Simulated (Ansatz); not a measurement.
# Sb chain started as a strip of triangles: period, moment and channels by functional, part 2 of 4

Aim: how far do the period, the moment and the conductance of the Sb chain started as a strip of triangles depend on the functional, the datasets and spin-orbit coupling, and at what cost?

Ansatz 0.2.0; DFT PBE, plane waves, PAW; relaxation of a chain's period (the session's first sound run).

So far. Step 2 (Relaxation of atoms and period, level PBE, cutoff 420 …): The cell's length comes to 2.968 Å with no moment.

### Step 3. The perfect wire, level PBE, k-mesh 1×1×27

This step: DFT PBE, plane waves, PAW; channels and complex bands of a perfect chain (Ansatz 0.2.0).

At the relaxed period the Bloch states of the perfect chain are found at each energy: those that move forward count the open channels, and those that decay describe how a disturbance dies away inside the wire itself. An energy step of 0.035 eV is under the 0.039 eV that the program asks for its thermal average at 300 K.

Input file input.yaml:

```yaml
crystal:
  lattice:
    - [9.0, 0.0, 0.0]
    - [0.0, 7.5, 0.0]
    - [0.0, 0.0, 2.9678109865]
  atoms:
    - { symbol: Sb, position: [0.354416837, 0.5, 0.0] }
    - { symbol: Sb, position: [0.645583163, 0.5, 0.5] }
kpoints:
  mp_grid: { grid: [1, 1, 27] }
  band_path: { path: ["Γ", Z], npoints: 60 }
scf:
  occupations: { method: fermi_dirac, width: 0.05 }
hamiltonian:
  xc: pbe
output:
  transmission:
    e_range: [-2, 2]
    de: 0.035
    kmesh: [1, 1]
    reduced_basis: true
    leads: [[0, 0]]
  dos: { projected: true, e_range: [-6, 4] }
  write_potential: true
  write_density: true
  volumetric_format: npy
  elf: true
```

Run with:

```console
ansatz run input.yaml --threads 4 --pin off --max-ram 8192MiB --backend cpu --events-out ev --progress --plain --runs-dir out
```

Numbers of over 12 decimals in the logs are rounded to 6 here.

What it wrote:

```text
[...]
Crystal: 2 atoms, lattice volume = 200.327 Å³
Basis set: ecut = 420 eV, 3871 PW (Γ)
Bands: 19, of which v1, the nominal top of the filled ones, is band 15 counted from 1 (14 counted from 0)
Symmetry: 8 space group operations
[...]
k-points: 14 of 27
[...]
SCF iter   1: F=—  HF=-12967.391508 eV  |F-HF|=—  |Δ(HF+E_count)|=         —  Δρ=2.92e-3  dr2=4.59e-2  ethr=1.77e-3  ⟨swp⟩=6.7  Hψ=1447  notcnv=0
[...]
SCF iter   7: F=-12967.382126 eV  HF=-12967.382126 eV  |F-HF|=6.01e-9  |Δ(HF+E_count)|=   1.48e-7  Δρ=3.51e-6  dr2=1.94e-8  ethr=3.33e-10  ⟨swp⟩=5.8  Hψ=915  notcnv=0
SCF 1 converged in 7 iterations: F = -12967.382126 eV  dr2 = 1.94e-8
[...]
NSCF: frozen V_eff on 61 k-points
transmission: 4 of 24 steps passed
transmission: 8 of 24 steps passed
[...]
transmission: 24 of 24 steps passed
WARN: The output density's exchange-correlation potential varies sharply where the density is thin. Do not read a vacuum level from v_tot or v_xc, or from such a field of the output density. On a cell that repeats whose density bears no net charge and no dipole along the vacuum's axis use v_es (v_loc + v_h of the components); under efield.dipole_correction with no amplitude use v_es + v_field, which holds any externa [...]
SCF converged after 7 iterations
Free energy (F): -12967.382126 eV
[...]
Internal energy: -12967.360608 eV  (E = F + TS)
E sigma→0 (E₀):  -12967.371367 eV
Entropy (-TS):   -0.021517 eV (-10.759 meV/atom)
Fermi energy:    -0.109841 eV
[...]
--- Band table (eV; the first three rows and the last of 14) ---
  k-point 0: bands = [... 11 lower, -9.1729, -3.3664, -2.7394, -0.7792, 1.7349, 2.8634, 4.0148, 4.6588]
  k-point 1: bands = [... 11 lower, -9.1505, -3.3418, -2.7154, -0.7568, 1.7500, 2.8863, 4.0376, 4.6812]
  k-point 2: bands = [... 11 lower, -9.0831, -3.2680, -2.6435, -0.6900, 1.7908, 2.9549, 3.9983, 4.1056]
  k-point 13: bands = [... 11 lower, -7.2567, -4.1704, -3.7247, 0.6314, 0.7368, 0.9109, 1.2374, 5.5053]
--- Transmission ---
  basis      : 595 plane waves across, 4 finite elements along
  points     : 1, standing for a mesh of 1 x 1
  filling    : by the input's occupations and mesh, since the crystals that have channels conduct as metals do. If one of these is a semiconductor, that mesh has misplaced its level
  energies   : 115 from -2.000000 to 1.990000 eV about the Fermi level, 0.035000 eV apart; the leads are filled to 0.000000 eV, and channels, transmission and decay are at -0.005000 eV
  crystal 0  : Sb2, at the sites [0, 0], period 2.9678 Å: whole cells are its period
    offset         : up to 0.0000 Å between an atom of the period and one for which it stands
    filled         : 42.5 meV under the level at which it is neutral
    channels       : 5.000000e0 a spin
    conductance    : 5.7393e14 S/m² at 300 K; may be off by some 0.0 % by where its bands' edges are placed, 0.0 % from the distance to neutral
```

Run time: 27 s. Hardware: 4 threads of Arm Neoverse V1, shared host; peak memory 0.66 GiB.

Numbers from this step:

| Item | Value |
| --- | --- |
| energy at zero smearing | -12967.3714 eV |
| channels at the energy nearest the Fermi level, one spin | 5 |
| conductance of the lead as this run defines it | 5.000 G₀ |
| band gap | 0 eV |

The open channels of the lead, one spin by energy, zero at the Fermi level:

energy (eV), open channels of the lead, one spin and a bar from the least value:
```
   -2.000       4.00 ####################
   -1.790       4.00 ####################
   -1.615       2.00 
   -1.405       2.00 
   -1.195       2.00 
   -0.985       2.00 
   -0.810       2.00 
   -0.600       3.00 ##########
   -0.390       3.00 ##########
   -0.215       5.00 ##############################
   -0.005       5.00 ##############################
    0.205       5.00 ##############################
    0.415       5.00 ##############################
    0.590       5.00 ##############################
    0.800       5.00 ##############################
    1.010       5.00 ##############################
    1.185       5.00 ##############################
    1.395       3.00 ##########
    1.605       3.00 ##########
    1.815       3.00 ##########
```

The slowest values at each energy, most degenerate partners merged, listed up to 1.5 1/Å. The Im kz of the slowest decaying states by energy, zero at the Fermi level:

```csv
energy (eV),decay 1 (Å⁻¹),decay 2 (Å⁻¹),decay 3 (Å⁻¹),decay 4 (Å⁻¹)
-2.000,0.585,1.01,1.16,1.27
-1.790,0.539,0.983,1.13,1.24
-1.615,0.0208,0.497,0.962,1.11
-1.405,0.0687,0.441,0.936,1.08
-1.195,0.0842,0.374,0.909,1.06
-0.985,0.0880,0.291,0.880,1.03
-0.810,0.0843,0.195,0.856,1.01
-0.600,0.0708,0.825,0.980,1.11
-0.390,0.0397,0.793,0.951,1.09
-0.215,0.765,0.926,1.07,1.17
-0.005,0.729,0.895,1.04,1.14
0.205,0.691,0.862,1.02,1.12
0.415,0.649,0.829,0.988,1.09
0.590,0.613,0.800,0.965,1.07
0.800,0.564,0.764,0.936,1.04
1.010,0.510,0.726,0.906,1.01
1.185,0.459,0.693,0.881,0.990
1.395,0.123,0.385,0.651,0.849
1.605,0.170,0.289,0.606,0.816
1.815,0.107,0.200,0.558,0.781
```

Electronic bands along the path, in eV, zero at the Fermi level:

```csv
point,band 12,band 13,band 14,band 15,band 16,band 17,band 18,band 19
Γ,-9.06,-3.26,-2.63,-0.67,1.84,2.97,4.12,4.77
halfway,-8.06,-2.19,-1.57,-0.79,0.27,1.74,2.61,4.02
Z,-7.37,-3.86,-3.86,0.89,0.89,1.10,1.10,5.73
```

The electronic bands as a text plot (rows in eV, shown from -8.0 to 3.6 only):

```
    3.3 |          ************
    2.9 |**********   **       **    *************
    2.4 |               *************             ******
    1.9 |*****************          *                   *****
    1.4 |                 ***        **              ******  ****
    0.9 |                    **        ***  *********      ******
    0.4 |                      **   *********            *****
    0.0 |                 **********         ****  ******
   -0.5 |*****************         **          ****
   -1.0 |                            **  ******
   -1.5 |                          ******   ******
   -2.0 |                 *********  *******      ***
   -2.5 |*****************   ********      ***       ***
   -2.9 |       *************                 ***       ****
   -3.4 |*******                                 **         ****
   -3.9 |                                          *****      ***
   -4.4 |                                               ******
   -4.9 |
   -5.3 |
   -5.8 |
   -6.3 |
   -6.8 |                                          ***********
   -7.3 |                                   *******           ***
   -7.8 |                            *******                ****
         Γ                                                      Z
```

Valence density in the ca plane at fractional y = 0.500, with atoms of Sb within 0.2 Å of it. It is the smooth field of the valence electrons, not physical close to the nuclei.

Ten steps, logarithmic in the rise over the least value, from '_' (0 e/Å³) to '@' (21 e/Å³), each cell a mean:
```
______________________________
______________________________
______________________________
______________________________
____________........__________
____......::::::::::::......__
......::--==++++++++==--::....
....::--==**%%@@@@%%**==--::..
....::--==##%%@@@@%%##==--::..
....::::--++**####**++--::::..
......::::::--------::::::....
............::::::::..........
::::::::................::::::
++++==--::::........::::--==++
@@%%##++--::::....::::--++##%%
@@@@%%++--::::....::::--++%%@@
####++==--::........::--==++##
------::::............::::----
..........____________........
______________________________
______________________________
______________________________
______________________________
______________________________
```
Columns run along c (3.0 Å), rows up along a (9.0 Å). Atoms in or near the plane, at fractional coordinates: Sb at (0.00, 0.35), Sb at (0.50, 0.65).

ELF in the ca plane at fractional y = 0.500, with atoms of Sb within 0.2 Å of it. It is the smooth field of the valence electrons, not physical close to the nuclei.

Ten even steps from '_' (0.00) to '@' (0.62), each cell a mean:
```
______________________________
__________............________
____....::--========--::....__
....::==++####%%%%####++==::..
----++##%%@@@@@@@@@@@@%%##++--
++++##%%%%%%########%%%%%%##++
**######**++==----==++**######
####****==::________::==****##
****++++--..________..--++++**
++++++++==--........--==++++++
++******++++========++++******
**##########********##########
++++****####********####****++
::--====++++**++++**++++====--
______--++++********++++--____
______::++++**####**++++::____
....::==****########****==::..
******####%%##****##%%####****
@@@@@@@@%%##++====++##%%@@@@@@
@@@@@@%%**==--::::--==**%%@@@@
****++==--::........::--==++**
::::::....____________....::::
______________________________
______________________________
```
Columns run along c (3.0 Å), rows up along a (9.0 Å). Atoms in or near the plane, at fractional coordinates: Sb at (0.00, 0.35), Sb at (0.50, 0.65).

Electrostatic potential energy in the ca plane at fractional y = 0.500, with atoms of Sb within 0.2 Å of it. With pseudopotentials it is smooth inside the atoms' cores, unlike the true potential.

Values in eV, 24 rows by 15 columns, each cell a mean:
```
  4   4   4   4   4   4   4   4   4   4   4   4   4   4   4
  4   4   4   4   4   4   4   4   4   4   4   4   4   4   4
  4   4   4   4   4   3   3   3   3   3   3   4   4   4   4
  3   3   3   3   3   3   2   2   2   2   3   3   3   3   3
  3   3   2   2   1   0  -1  -1  -1  -1   0   1   2   2   3
  2   1   0  -2  -5  -9 -12 -14 -14 -12  -9  -5  -2   0   1
  0  -1  -4 -10 -18 -23 -26 -27 -27 -26 -23 -18 -10  -4  -1
 -2  -3  -9 -19 -26 -28 -27 -26 -26 -27 -28 -26 -19  -9  -3
 -3  -4 -11 -21 -27 -28 -27 -25 -25 -27 -28 -27 -21 -11  -4
 -1  -2  -7 -15 -23 -27 -28 -27 -27 -28 -27 -23 -15  -7  -2
  0  -1  -2  -6 -11 -17 -20 -22 -22 -20 -17 -11  -6  -2  -1
 -2  -2  -2  -3  -3  -4  -6  -7  -7  -6  -4  -3  -3  -2  -2
-15 -14 -11  -8  -5  -2  -1  -1  -1  -1  -2  -5  -8 -11 -14
-27 -27 -25 -21 -14  -7  -3  -1  -1  -3  -7 -14 -21 -25 -27
-26 -27 -28 -28 -23 -14  -6  -2  -2  -6 -14 -23 -28 -28 -27
-25 -26 -27 -28 -25 -16  -7  -3  -3  -7 -16 -25 -28 -27 -26
-27 -28 -27 -25 -19 -10  -4  -1  -1  -4 -10 -19 -25 -27 -28
-22 -21 -18 -13  -7  -3   0   1   1   0  -3  -7 -13 -18 -21
 -6  -5  -4  -2   0   1   2   2   2   2   1   0  -2  -4  -5
  1   1   1   2   2   3   3   3   3   3   3   2   2   1   1
  3   3   3   3   3   4   4   4   4   4   4   3   3   3   3
  4   4   4   4   4   4   4   4   4   4   4   4   4   4   4
  4   4   4   4   4   4   4   4   4   4   4   4   4   4   4
  4   4   4   4   4   4   4   4   4   4   4   4   4   4   4
```
Columns run along c (3.0 Å; values clipped at the 3rd and 97th percentile), rows up along a (9.0 Å). Atoms in or near the plane, at fractional coordinates: Sb at (0.00, 0.35), Sb at (0.50, 0.65).

By hand: the program gives 5.7393 × 10^14 S/m² over the cell's cross-section of 67.50 Å² = 6.750 × 10^-19 m², so one cell conducts 3.874 × 10^-4 S. Divided by G0 = 2e²/h = 7.748 × 10^-5 S this is 5.00 G0, a resistance of 2.58 kΩ.

At the computed energy nearest the Fermi level there are 5 channels a spin, and the thermal average gives 5.00 G₀.

### Step 4. Relaxing the period

This step: DFT PBEsol, plane waves, PAW; relaxation of a chain's period (Ansatz 0.2.0).

The relaxation is repeated under another functional. PBEsol weakens PBE's gradient terms and usually lands between LDA and PBE.

Input file input.yaml:

```yaml
crystal:
  lattice:
    - [9.0, 0.0, 0.0]
    - [0.0, 7.5, 0.0]
    - [0.0, 0.0, 2.72023]
  atoms:
    - { symbol: Sb, position: [0.370884444, 0.5, 0.0], spin: 0.3 }
    - { symbol: Sb, position: [0.629115556, 0.5, 0.5], spin: 0.3 }
magnetization:
  spin_polarized: true
kpoints:
  mp_grid: { grid: [1, 1, 30] }
scf:
  occupations: { method: fermi_dirac, width: 0.05 }
hamiltonian:
  xc: pbesol
relax:
  cell: { fix: [a, b, alpha, beta, gamma] }
  max_steps: 60
```

What it wrote:

```text
[...]
Crystal: 2 atoms, lattice volume = 183.616 Å³
Basis set: ecut = 420 eV, 3635 PW (Γ), exchange–correlation on 128×108×40 points (8 copies of the dense FFT grid, shifted against one another)
Bands: 20, of which v1, the nominal top of the filled ones, is band 15 counted from 1 (14 counted from 0)
Symmetry: 8 space group operations
[...]
0.000000       0.354824       0.000000
        0.000000       0.000000      -0.012403
  P = ⅓ Tr σ = -0.0212 GPa (-0.212 kbar)
--- Relaxed structure (8 steps of the walk, 7 accepted, 1 SCFs on fresh bases) ---
[...]
cell:  # Å, volume = 198.0502 Å³
    - [9.0, 0.0, 0.0]
    - [0.0, 7.5, 0.0]
    - [0.0, 0.0, 2.934077]
  atoms:
    - { symbol: Sb, position: [0.356344, 0.5, 0.0] }
    - { symbol: Sb, position: [0.643656, 0.5, 0.5] }
[key lines of the parts left out:]
SCF converged after 5 iterations
Magnetization: -0.0000 μB (15.0000 up, 15.0000 down)
Free energy (F): -12814.310967 eV
Fermi energy:    -0.116087 eV
```

It took 19 s on 4 threads; peak memory 0.51 GiB.

Step by step:

```csv
step,energy less that of the first step (eV),largest force component (eV/Å),pressure (GPa),volume (Å³)
1,0.0000,3.0047,5.23,183.62
2,-0.6281,0.1511,0.67,189.35
3,-0.6617,0.0703,0.27,192.23
4,-0.6775,0.1594,0.13,194.61
5,-0.6594,0.0899,-0.04,203.56
6,-0.6954,0.0772,-0.05,198.86
7,-0.6963,0.0590,-0.01,197.66
8,-0.6967,0.0059,-0.02,198.05
9*,-0.6975,0.0062,-0.02,198.05
```

Relaxation steps marked * repeat the geometry before them on a plane-wave basis chosen anew for their cell, so energy and pressure can jump there. Relaxation step 5 was tried and not accepted.

The run keeps the 8 symmetry operations that it works with, so distortions that break them were not tested.

```csv
cell as run,before,after,change
c (Å),2.720,2.934,+7.9 %
```

The atoms that moved most (Å, along periodic axes as changes of fractional coordinates times the final cell, across vacuum about the mean position):

```csv
atom,dx,dy,dz,length
Sb1,-0.131,0.000,0.000,0.131
Sb2,0.131,0.000,0.000,0.131
```

The relaxed structure:

```xyz
2
Lattice="9.0000 0.0000 0.0000 0.0000 7.5000 0.0000 0.0000 0.0000 2.9341" Properties=species:S:1:pos:R:3
Sb    3.2071    3.7500    0.0000
Sb    5.7929    3.7500    1.4670
```

The cell's length comes to 2.934 Å, -1.1 % against the first run, with no moment.

The cell grew by 7.9 % in its periodic edges. From the first step to the last the energy fell by 0.698 eV, across changes of basis, and the largest move was 0.13 Å (Sb1 and 1 other atom alike).

### Step 5. The perfect wire, level PBEsol, k-mesh 1×1×28

This step: DFT PBEsol, plane waves, PAW; channels and complex bands of a perfect chain (Ansatz 0.2.0).

The channels are counted again under PBEsol, at the period that it gave.

Input file input.yaml:

```yaml
crystal:
  lattice:
    - [9.0, 0.0, 0.0]
    - [0.0, 7.5, 0.0]
    - [0.0, 0.0, 2.9340765972]
  atoms:
    - { symbol: Sb, position: [0.356344304, 0.5, 0.0] }
    - { symbol: Sb, position: [0.643655696, 0.5, 0.5] }
kpoints:
  mp_grid: { grid: [1, 1, 28] }
  band_path: { path: ["Γ", Z], npoints: 60 }
scf:
  occupations: { method: fermi_dirac, width: 0.05 }
hamiltonian:
  xc: pbesol
output:
  transmission:
    e_range: [-2, 2]
    de: 0.035
    kmesh: [1, 1]
    reduced_basis: true
    leads: [[0, 0]]
  dos: { projected: true, e_range: [-6, 4] }
```

What it wrote:

```text
[...]
Crystal: 2 atoms, lattice volume = 198.050 Å³
Basis set: ecut = 420 eV, 3847 PW (Γ)
Bands: 19, of which v1, the nominal top of the filled ones, is band 15 counted from 1 (14 counted from 0)
Symmetry: 8 space group operations
[...]
k-points: 15 of 28
[...]
k-point 14: bands = [... 11 lower, -7.5829, -4.1172, -4.1172, 0.7843, 0.7843, 0.9745, 0.9745, 5.6072]
--- Transmission ---
  basis      : 595 plane waves across, 4 finite elements along
  points     : 1, standing for a mesh of 1 x 1
[...]
crystal 0  : Sb2, at the sites [0, 0], period 2.9341 Å: whole cells are its period
[...]
filled         : 47.2 meV over the level at which it is neutral
    channels       : 5.000000e0 a spin
[...]
[key lines of the parts left out:]
SCF converged after 7 iterations
Free energy (F): -12814.297324 eV
Fermi energy:    -0.058360 eV
```

Elapsed: 25 s, on 4 threads; peak memory 0.65 GiB; 91 s of CPU time.

Open channels of the lead, one spin against energy, zero at the Fermi level:

```csv
energy (eV),"open channels of the lead, one spin"
-2.000,4
-1.895,4
-1.790,4
-1.685,2
-1.615,2
-1.510,2
-1.405,2
-1.300,2
-1.195,2
-1.090,2
-0.985,2
-0.915,2
-0.810,2
-0.705,3
-0.600,3
-0.495,3
-0.390,5
-0.285,5
-0.215,5
-0.110,5
-0.005,5
0.100,5
0.205,5
0.310,5
0.415,5
0.485,5
0.590,5
0.695,5
0.800,5
0.905,5
1.010,5
1.115,5
1.185,3
1.290,3
1.395,3
1.500,3
1.605,3
1.710,3
1.815,4
1.885,4
```

At the computed energy nearest the Fermi level there are 5 channels a spin, and the thermal average gives 5.00 G₀.

### Step 6. Relaxation of atoms and period

This step: DFT RPBE, plane waves, PAW; relaxation of a chain's period (Ansatz 0.2.0).

The relaxation is repeated under another functional. RPBE strengthens the exchange enhancement and tends to longer, weaker bonds than PBE.

Input file input.yaml:

```yaml
crystal:
  lattice:
    - [9.0, 0.0, 0.0]
    - [0.0, 7.5, 0.0]
    - [0.0, 0.0, 2.72023]
  atoms:
    - { symbol: Sb, position: [0.370884444, 0.5, 0.0], spin: 0.3 }
    - { symbol: Sb, position: [0.629115556, 0.5, 0.5], spin: 0.3 }
magnetization:
  spin_polarized: true
kpoints:
  mp_grid: { grid: [1, 1, 30] }
scf:
  occupations: { method: fermi_dirac, width: 0.05 }
hamiltonian:
  xc: rpbe
relax:
  cell: { fix: [a, b, alpha, beta, gamma] }
  max_steps: 60
```

What it wrote:

```text
[...]
Crystal: 2 atoms, lattice volume = 183.616 Å³
Basis set: ecut = 420 eV, 3635 PW (Γ), exchange–correlation on 128×108×40 points (8 copies of the dense FFT grid, shifted against one another)
Bands: 20, of which v1, the nominal top of the filled ones, is band 15 counted from 1 (14 counted from 0)
Symmetry: 8 space group operations
[...]
0.000000       0.384563       0.000000
        0.000000       0.000000       0.037188
  P = ⅓ Tr σ = 0.0039 GPa (0.039 kbar)
--- Relaxed structure (8 steps of the walk, 8 accepted, 1 SCFs on fresh bases) ---
[...]
cell:  # Å, volume = 201.7702 Å³
    - [9.0, 0.0, 0.0]
    - [0.0, 7.5, 0.0]
    - [0.0, 0.0, 2.989188]
  atoms:
    - { symbol: Sb, position: [0.353536, 0.5, 0.0] }
    - { symbol: Sb, position: [0.646464, 0.5, 0.5] }
[key lines of the parts left out:]
SCF converged after 6 iterations
Magnetization: 0.0000 μB (15.0000 up, 15.0000 down)
Free energy (F): -12985.051915 eV
Fermi energy:    -0.053693 eV
```

The job ended after 19 s (4 threads; peak memory 0.51 GiB).

Relaxation path:

```csv
step,energy less that of the first step (eV),largest force component (eV/Å),pressure (GPa),volume (Å³)
1,0.0000,3.5000,6.27,183.62
2,-0.8532,0.1684,1.55,189.26
3,-0.9389,0.0737,0.66,193.81
4,-0.9681,0.1506,0.20,197.28
5,-0.9904,0.1734,-0.30,203.02
6,-0.9940,0.1033,-0.13,202.09
7,-0.9950,0.0258,-0.02,202.12
8,-0.9952,0.0019,0.00,201.77
9*,-0.9965,0.0020,0.00,201.77
```

Relaxation steps marked * repeat the geometry before them on a plane-wave basis chosen anew for their cell, so energy and pressure can jump there.

Forces are held to the 8 operations that the run works with; a distortion that breaks them can't arise in this run.

```csv
cell as run,before,after,change
c (Å),2.720,2.989,+9.9 %
```

The atoms that moved most (Å, along periodic axes as changes of fractional coordinates times the final cell, across vacuum about the mean position):

```csv
atom,dx,dy,dz,length
Sb1,-0.156,0.000,0.000,0.156
Sb2,0.156,0.000,0.000,0.156
```

The relaxed structure:

```xyz
2
Lattice="9.0000 0.0000 0.0000 0.0000 7.5000 0.0000 0.0000 0.0000 2.9892" Properties=species:S:1:pos:R:3
Sb    3.1818    3.7500    0.0000
Sb    5.8182    3.7500    1.4946
```

The cell's length comes to 2.989 Å, +0.7 % against the first run, with no moment.

(Part 2 of 4 ends here.)

[Logs are printed without paths, hosts, clocks, repeated set-up lines and the standing remarks that a program may print on its own settings, such as how far it seeks lower states.]

[Hosts, paths, dates, database ids (printed as entryN), source tags and the programs' standing remarks are cut or masked in the printed files.]
